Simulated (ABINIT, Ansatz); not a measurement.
# ZrSe3 (P2_1/m): bands and cutoff in G0W0 with ABINIT, part 2 of 2

Wanted: a converged G0W0 gap of ZrSe3 (P2_1/m), or an estimate of the limit.

ABINIT 10.8.3; PBEsol and many-body steps on it, plane waves. Known limits of the many-body steps: not at the basis limit; no spin-orbit coupling; coarse k mesh.

So far. Step 3 (Screening, 2×4×1 mesh, 111 bands, screening to 51.7 eV): Local fields lower ε∞ by 13 %. On a Γ-centred mesh this coarse the value itself is usually too large, while a short band sum pulls it down. Step 4 (111 bands, 51.7 eV): The gap on the mesh goes from 0.32 eV to 0.84 eV, a correction of +0.52 eV.

### 6. 174 bands, 98 eV

This step: G0W0 on PBEsol, plane waves, norm-conserving pseudopotentials.

run.abi reads:

```
acell 3*1.0 Angstrom
rprim 
  5.410900000000 -0.000000000000 -0.000000000000
  -0.000000000000 3.748800000000 0.000000000000
  -1.229420909100 0.000000000000 9.363634990100
ntypat 2
znucl 40 34
natom 8
typat 1 1 2 2 2 2 2 2
xred 
  0.285000000000 0.250000000000 0.656000000000
  0.715000000000 0.750000000000 0.344000000000
  0.762000000000 0.250000000000 0.554000000000
  0.238000000000 0.750000000000 0.446000000000
  0.456000000000 0.250000000000 0.174000000000
  0.544000000000 0.750000000000 0.826000000000
  0.888000000000 0.250000000000 0.169000000000
  0.112000000000 0.750000000000 0.831000000000
pp_dirpath "pseudos"
pseudos "Zr.upf, Se.upf"
ecut 48
ngkpt 2 4 1
nshiftk 1
shiftk 0 0 0
kptopt 1
chksymbreak 0
istwfk *1
occopt 1
irdwfk 1
optdriver 4
nband 174
gwcalctyp 0
ecutsigx 48
symsigma 1
nkptgw 2
kptgw 
  0.0000000000 0.0000000000 0.0000000000
  0.5000000000 0.0000000000 0.0000000000
bdgw 
  83 86
  83 86
ecuteps 3.6
irdscr 1
ppmodel 1
indata_prefix "in"
outdata_prefix "out"
tmpdata_prefix "tmp"
```

Started as:

```console
> OMP_NUM_THREADS=1 mpirun -n 4 abinit run.abi > log
```

Numbers of over 12 decimals in the logs are rounded to 6 here.

The log of the run:

```text
.Version 10.8.3 of ABINIT. v10.8.2 released Aug 2026.

 Symmetries : space group P2_1/m (# 11); Bravais mP (primitive monocl.)
[... echo of the input left out ...]
== DATASET  1 ==================================================================
-   mpi_nproc: 4, omp_nthreads: 1 (-1 if OMP is not activated)

--- !DatasetInfo
iteration_state: {dtset: 1, }
dimensions: {natom: 8, nkpt: 6, mband: 174, nsppol: 1, nspinor: 1, nspden: 1, mpw: 20400, }
cutoff_energies: {ecut:  48.0, pawecutdg:  -1.0, }
electrons: {nelect:   1.68000000E+02, charge:   0.00000000E+00, occopt:   1.00000000E+00, tsmear:   1.00000000E-02, }

 SIGMA: Calculation of the GW corrections

 Based on a program developped by R.W. Godby, V. Olevano, G. Onida, and L. Reining.
 Incorporated in ABINIT by V. Olevano, G.-M. Rignanese, and M. Torrent.
.Using double precision arithmetic ; gwpc =  8

[... cell and pseudopotentials left out ...]
--------------------------------------------------------------------------------

 ==== K-mesh for the wavefunctions ====
 Number of points in the irreducible wedge :     6
[... list of points left out ...]
 Together with  4 symmetry operations and time-reversal symmetry
 yields     8 points in the full Brillouin Zone.

 ==== Q-mesh for screening function ====
 Number of points in the irreducible wedge :     6
[... list of points left out ...]
 Together with  4 symmetry operations and time-reversal symmetry
 yields     8 points in the full Brillouin Zone.

 vcoul_init : cutoff-mode = AUXILIARY_FUNCTION
 q-points for optical limit:   1
     1)      0.000010    0.000020    0.000030
 setmesh: FFT mesh size selected  =    72x   48x  120
          total number of points  =       414720

 Number of electrons calculated from density =  168.0000; Expected =  168.0000
[...]
number of omega for Sigma on real axis              0
 max omega for Sigma on real axis  [eV]           0.00
 zcut for avoiding poles [eV]                     0.10

 EPSILON^-1 parameters (SCR file):
 dimension of the eps^-1 matrix on file            413
 dimension of the eps^-1 matrix used               413
 number of plane-waves for wavefunctions         20343
 number of bands                                   174
 number of q-points in IBZ                           6
 number of frequencies                               2
 number of real frequencies                          1
 number of imag frequencies                          1

 matrix elements of self-energy operator (all in [eV])

 Perturbative Calculation

--- !SelfEnergy_ee
iteration_state: {dtset: 1, }
kpoint     : [   0.000,    0.000,    0.000, ]
spin       : 1
KS_gap     :    0.645
QP_gap     :    1.148
Delta_QP_KS:    0.503
data: !SigmaeeData |
     Band     E0 <VxcDFT>   SigX SigC(E0)      Z dSigC/dE  Sig(E)    E-E0       E
       83   6.381 -14.785 -16.238   2.067   0.797  -0.255 -14.296   0.489   6.870
       84   6.498 -15.013 -16.873   2.450   0.797  -0.254 -14.542   0.470   6.969
       85   7.143 -13.066  -8.340  -3.507   0.799  -0.251 -12.092   0.974   8.117
[...]
--- !SelfEnergy_ee
iteration_state: {dtset: 1, }
kpoint     : [   0.500,    0.000,    0.000, ]
spin       : 1
KS_gap     :    0.624
QP_gap     :    1.187
Delta_QP_KS:    0.563
data: !SigmaeeData |
     Band     E0 <VxcDFT>   SigX SigC(E0)      Z dSigC/dE  Sig(E)    E-E0       E
[...]
85   6.814 -13.770  -9.977  -2.575   0.795  -0.258 -12.802   0.968   7.782
       86   7.154 -14.048 -10.040  -2.687   0.795  -0.258 -12.998   1.050   8.204

== END DATASET(S) ==============================================================
================================================================================

 -outvars: echo values of variables after computation  --------
           etotal      0.0000000000E+00
            nband         174
             nkpt           6
          spgroup          11
 [... the other variables as echoed above ...]

 Calculation completed.
```

Elapsed: 32 s, on 4 MPI ranks of Arm Neoverse V1, shared host; peak memory 4.6 GiB.

This step gave:

```yaml
g0w0_gap_on_the_points_computed: 0.8130 eV
starting_gap_on_the_mesh: 0.3157 eV
k_of_the_valence_top: 0, 0, 0
k_of_the_conduction_bottom: 0.5, 0, 0
z_at_the_valence_top: 0.797
z_at_the_conduction_bottom: 0.795
least_direct_g0w0_gap_on_the_computed_points: 1.148 eV
```

Against G0W0 in ABINIT (2×4×1 mesh, 111 bands, screening to 51.7 eV, Godby-Needs plasmon pole), the gap moves by −0.024 eV.

### 7. Screening, 2×4×1 mesh, 306 bands, screening to 149.7 eV

This step: RPA screening on PBEsol, plane waves, norm-conserving pseudopotentials.

run.abi, as its differences from that of step 6:

```diff
@@ -29,17 +29,8 @@
 irdwfk 1
-optdriver 4
-nband 174
-gwcalctyp 0
-ecutsigx 48
-symsigma 1
-nkptgw 2
-kptgw 
-  0.0000000000 0.0000000000 0.0000000000
-  0.5000000000 0.0000000000 0.0000000000
-bdgw 
-  83 86
-  83 86
-ecuteps 3.6
-irdscr 1
-ppmodel 1
+optdriver 3
+nband 306
+ecuteps 5.5
+inclvkb 2
+awtr 1
+symchi 1
 indata_prefix "in"
```

The log of the run:

```text
.Version 10.8.3 of ABINIT. v10.8.2 released Aug 2026.

 Symmetries : space group P2_1/m (# 11); Bravais mP (primitive monocl.)
[... echo of the input left out ...]
== DATASET  1 ==================================================================
-   mpi_nproc: 4, omp_nthreads: 1 (-1 if OMP is not activated)

--- !DatasetInfo
iteration_state: {dtset: 1, }
dimensions: {natom: 8, nkpt: 6, mband: 306, nsppol: 1, nspinor: 1, nspden: 1, mpw: 20400, }
cutoff_energies: {ecut:  48.0, pawecutdg:  -1.0, }
[...]
--------------------------------------------------------------------------------
[... chi0 elements left out ...]
 For q-point:  0.000010 0.000020 0.000030
  dielectric constant =  16.3771
  dielectric constant without local fields =  19.0305

  Average fulfillment of the sum rule on Im[epsilon] for q-point    1 :     36.73  [%]
[... wings left out ...]
  q-point number  2        q = ( 0.500000, 0.000000, 0.000000) [r.l.u.]
--------------------------------------------------------------------------------
[... chi0 elements left out ...]
  Average fulfillment of the sum rule on Im[epsilon] for q-point    2 :     37.95  [%]

 [... 4 further q-points ...]
```

It took 20 min on 4 MPI ranks; peak memory 7.2 GiB.

Numbers from this step:

```yaml
eps_infinity_with_local_fields_on_this_mesh_along_the_program_s_q_direction: 16.38
the_same_without_local_fields: 19.03
plasma_frequency: 34.92 eV
plane_waves_in_the_screening_matrix: 797
```

### 8. 306 bands, 149.7 eV

This step: G0W0 on PBEsol, plane waves, norm-conserving pseudopotentials.

run.abi, as its differences from that of step 7:

```diff
@@ -29,8 +29,17 @@
 irdwfk 1
-optdriver 3
+optdriver 4
 nband 306
+gwcalctyp 0
+ecutsigx 48
+symsigma 1
+nkptgw 2
+kptgw 
+  0.0000000000 0.0000000000 0.0000000000
+  0.5000000000 0.0000000000 0.0000000000
+bdgw 
+  83 86
+  83 86
 ecuteps 5.5
-inclvkb 2
-awtr 1
-symchi 1
+irdscr 1
+ppmodel 1
 indata_prefix "in"
```

The log of the run:

```text
.Version 10.8.3 of ABINIT. v10.8.2 released Aug 2026.

 Symmetries : space group P2_1/m (# 11); Bravais mP (primitive monocl.)
[... echo of the input left out ...]
== DATASET  1 ==================================================================
-   mpi_nproc: 4, omp_nthreads: 1 (-1 if OMP is not activated)

--- !DatasetInfo
iteration_state: {dtset: 1, }
dimensions: {natom: 8, nkpt: 6, mband: 306, nsppol: 1, nspinor: 1, nspden: 1, mpw: 20400, }
cutoff_energies: {ecut:  48.0, pawecutdg:  -1.0, }
[...]
Band     E0 <VxcDFT>   SigX SigC(E0)      Z dSigC/dE  Sig(E)    E-E0       E
[...]
85   6.814 -13.770  -9.977  -3.109   0.792  -0.262 -13.228   0.542   7.356
       86   7.154 -14.048 -10.040  -3.239   0.791  -0.263 -13.439   0.609   7.763

== END DATASET(S) ==============================================================
================================================================================

 -outvars: echo values of variables after computation  --------
           etotal      0.0000000000E+00
            nband         306
             nkpt           6
          spgroup          11
 [... the other variables as echoed above ...]

 Calculation completed.
```

Run time: 2.1 min. Hardware: 4 MPI ranks; peak memory 5.5 GiB; 8.2 min of CPU time.

This step gave:

- G0W0 gap on the points computed: 0.8470 eV
- starting gap on the mesh: 0.3157 eV
- k of the valence top: 0, 0, 0
- k of the conduction bottom: 0.5, 0, 0
- least direct G0W0 gap on the computed points: 1.185 eV

Against G0W0 in ABINIT (2×4×1 mesh, 174 bands, screening to 98 eV, Godby-Needs plasmon pole), the gap moves by +0.034 eV.

### 9. Side by side

Times are wall times on 4 MPI ranks of Arm Neoverse V1, shared host, good to a factor of about two. A run's time includes the screening step that it read.

```csv
run,mesh,bands,screening cutoff (eV),DFT gap (eV),gap on the mesh (eV),direct (eV),ε∞ used,time
"111 bands, 51.7 eV",2×4×1,111,51.7,0.316,0.837,1.169,16.42,2.2 min
"174 bands, 98 eV",2×4×1,174,98,0.316,0.813,1.148,16.38,7.2 min
"306 bands, 149.7 eV",2×4×1,306,149.7,0.316,0.847,1.185,16.38,22 min
```

### 10. Summary of results

| Item | Value |
| --- | --- |
| 111 bands, 51.7 eV | 0.837 eV |
| 174 bands, 98 eV | 0.813 eV |
| 306 bands, 149.7 eV | 0.847 eV |
| known limits | not at the basis limit; no spin-orbit coupling; coarse k mesh |

**Reading.** From the first rung to the last the gap moves by +0.01 eV for 9.9 times the time. The gap turns back along the series, so no limit is drawn from it. In the G0W0 runs levels were corrected at 2 k points alone, so a gap called «on the mesh» is the least over those, and an edge elsewhere would be missed. The 2×4×1 mesh is coarse for this cell, which bears on the long-range parts of exchange and screening. The many-body steps are scalar-relativistic: spin-orbit coupling is not in them.

[Paths, hosts, dates, memory and timing lines, banners, echoed tables and standing remarks are left out of the program output.]

[Logs are printed without paths, hosts, clocks, repeated set-up lines and the standing remarks that a program may print on its own settings, such as how far it seeks lower states.]

[Runs of the session that timed out or met a known fault of the program may be left out.]

[Hosts, paths, dates, database ids (printed as entryN), source tags and the programs' standing remarks are cut or masked in the printed files.]

[G0W0 gaps are taken among the corrected bands and points alone; a level outside them can change the order at an edge.]

[Where Ansatz stands beside ABINIT at settings called matched, ABINIT's density can come from a denser mesh and the files from another edition; pairs whose starting gaps differed by over 0.03 eV were left out, so agreement reads better than it is.]
